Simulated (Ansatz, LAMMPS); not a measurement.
## Atom list for Amorphous Si (60 atoms)

The starting structure: 60 atoms (60 Si) placed at random at 2.24 g/cm³, melted at 2500 K for 10 ps at fixed volume with the EDIP (Justo, Bazant, Kaxiras, Bulatov and Yip, Phys. Rev. B 58, 2539 (1998)). Quenched from 2500 K to 300 K at 5 K/ps and fixed volume, held 5 ps.

This is the frame at 438 fs of a trajectory (instantaneous temperature 677 K). Method: Kohn-Sham DFT, PBE, PAW (set soft_2), plane waves (Ansatz 0.2.0); cutoff 420 eV, Γ point, gaussian smearing of 0.05 eV; density 2.24 g/cm³.

Cell vectors (Å):

```
10.763 0.000 0.000
0.000 10.763 0.000
0.000 0.000 10.763
```

Positions (Å):

```
1 Si 7.827 7.615 4.945
2 Si 5.953 8.780 6.229
3 Si 2.396 8.071 8.301
4 Si 10.169 4.741 6.913
5 Si 3.556 0.447 9.910
6 Si 4.202 3.534 1.581
7 Si 0.345 8.034 9.661
8 Si 9.393 3.020 0.020
9 Si 0.744 2.175 3.574
10 Si 7.777 1.588 4.944
11 Si 7.640 8.116 2.763
12 Si 4.246 8.043 9.853
13 Si 5.607 3.069 10.601
14 Si 2.874 5.600 7.566
15 Si 4.067 2.445 8.992
16 Si 2.085 2.824 5.405
17 Si 2.245 4.549 0.627
18 Si 10.372 5.864 3.000
19 Si 7.229 5.936 2.136
20 Si 3.343 6.635 0.673
21 Si 8.653 0.346 0.161
22 Si 4.630 5.253 6.050
23 Si 6.700 4.298 7.194
24 Si 9.270 10.626 6.314
25 Si 5.221 10.037 0.187
26 Si 7.093 9.562 9.620
27 Si 0.517 8.500 4.609
28 Si 4.257 3.068 5.037
29 Si 10.694 8.164 2.311
30 Si 1.737 10.689 0.427
31 Si 8.274 5.551 4.090
32 Si 7.543 5.955 8.835
33 Si 7.526 4.636 0.093
34 Si 0.051 1.026 7.790
35 Si 3.997 6.490 4.186
36 Si 2.046 0.635 6.341
37 Si 1.589 6.448 4.286
38 Si 2.278 9.987 4.417
39 Si 6.148 10.690 7.589
40 Si 0.316 3.979 1.646
41 Si 4.321 1.693 3.135
42 Si 6.402 0.816 3.201
43 Si 2.319 0.642 2.601
44 Si 5.609 9.418 2.528
45 Si 4.394 8.744 4.454
46 Si 1.401 4.853 5.890
47 Si 4.981 5.606 2.281
48 Si 5.296 2.065 7.026
49 Si 9.546 6.654 8.049
50 Si 10.605 3.146 8.750
51 Si 5.969 7.574 8.325
52 Si 3.634 10.146 7.786
53 Si 9.594 8.291 6.254
54 Si 2.332 3.891 9.074
55 Si 1.586 8.163 0.823
56 Si 9.162 10.041 2.233
57 Si 6.741 1.441 1.055
58 Si 9.737 0.386 4.237
59 Si 10.704 10.419 9.825
60 Si 8.392 3.913 5.586
```

Predict the forces.

Columns: atom, fx, fy, fz (forces in eV/Å).

```
1 -0.854 0.708 1.566
2 0.419 -0.913 -0.333
3 0.508 -0.345 -0.145
4 -0.389 -1.014 0.627
5 -0.203 -0.681 -0.268
6 -0.320 0.153 0.482
7 -0.263 0.182 -1.517
8 0.164 0.173 0.748
9 -0.259 -0.484 -0.983
10 0.814 -0.249 0.907
11 -0.297 2.451 -1.440
12 0.064 -0.300 -0.774
13 1.210 0.972 0.457
14 -0.435 0.913 0.123
15 0.643 -0.189 -0.329
16 -0.831 -1.566 -0.066
17 1.265 -0.370 -0.950
18 0.681 0.061 -0.691
19 -0.253 -0.530 -1.584
20 0.696 -0.462 1.098
21 0.240 -0.011 -0.334
22 1.259 -0.524 0.402
23 -0.837 -0.042 -0.571
24 -0.691 0.358 1.383
25 0.362 -0.246 0.689
26 -0.269 0.178 -0.652
27 0.365 -0.278 -0.262
28 1.036 -0.262 0.563
29 -1.231 -0.037 1.294
30 0.519 -0.866 0.891
31 0.839 -0.140 0.012
32 -1.196 -0.948 -0.080
33 -0.110 -0.342 -0.623
34 0.228 -1.123 0.118
35 -0.361 -0.213 0.134
36 -0.105 0.423 0.967
37 -0.152 -0.404 -0.422
38 0.472 -0.414 0.700
39 -0.186 -0.520 0.153
40 -1.891 -0.882 1.309
41 -0.393 1.296 -0.671
42 0.365 -0.474 0.285
43 -0.780 0.392 0.121
44 0.792 0.141 0.114
45 -0.757 0.745 0.067
46 -0.323 1.295 1.196
47 -1.131 0.601 -0.286
48 0.747 1.047 -0.204
49 1.028 1.312 0.001
50 1.029 0.567 -0.897
51 0.387 0.532 0.476
52 -0.419 -0.081 0.175
53 0.111 0.175 0.376
54 -1.777 0.529 0.379
55 1.213 0.856 -0.030
56 -0.190 -1.506 -0.154
57 0.098 -0.355 -1.249
58 0.907 1.878 -2.154
59 -0.940 0.367 -1.092
60 -0.617 -1.534 0.950
```

The quench rate of 5 K/ps is many orders above laboratory rates, so the cell is likely richer in defects and strain than a real sample. The network of bonds at the start is that of the classical potential that made the cell. Only the Γ point is sampled, in a cell whose shortest periodic width is 11 Å.

The r.m.s. force component is 0.775 eV/Å; the longest force, 3.00 eV/Å, acts on Si58. The energy lies 20.6 meV/atom above that of the first step of this run.

[Logs are printed without paths, hosts, clocks, repeated set-up lines and the standing remarks that a program may print on its own settings, such as how far it seeks lower states.]

[Hosts, paths, dates, database ids (printed as entryN), source tags and the programs' standing remarks are cut or masked in the printed files.]
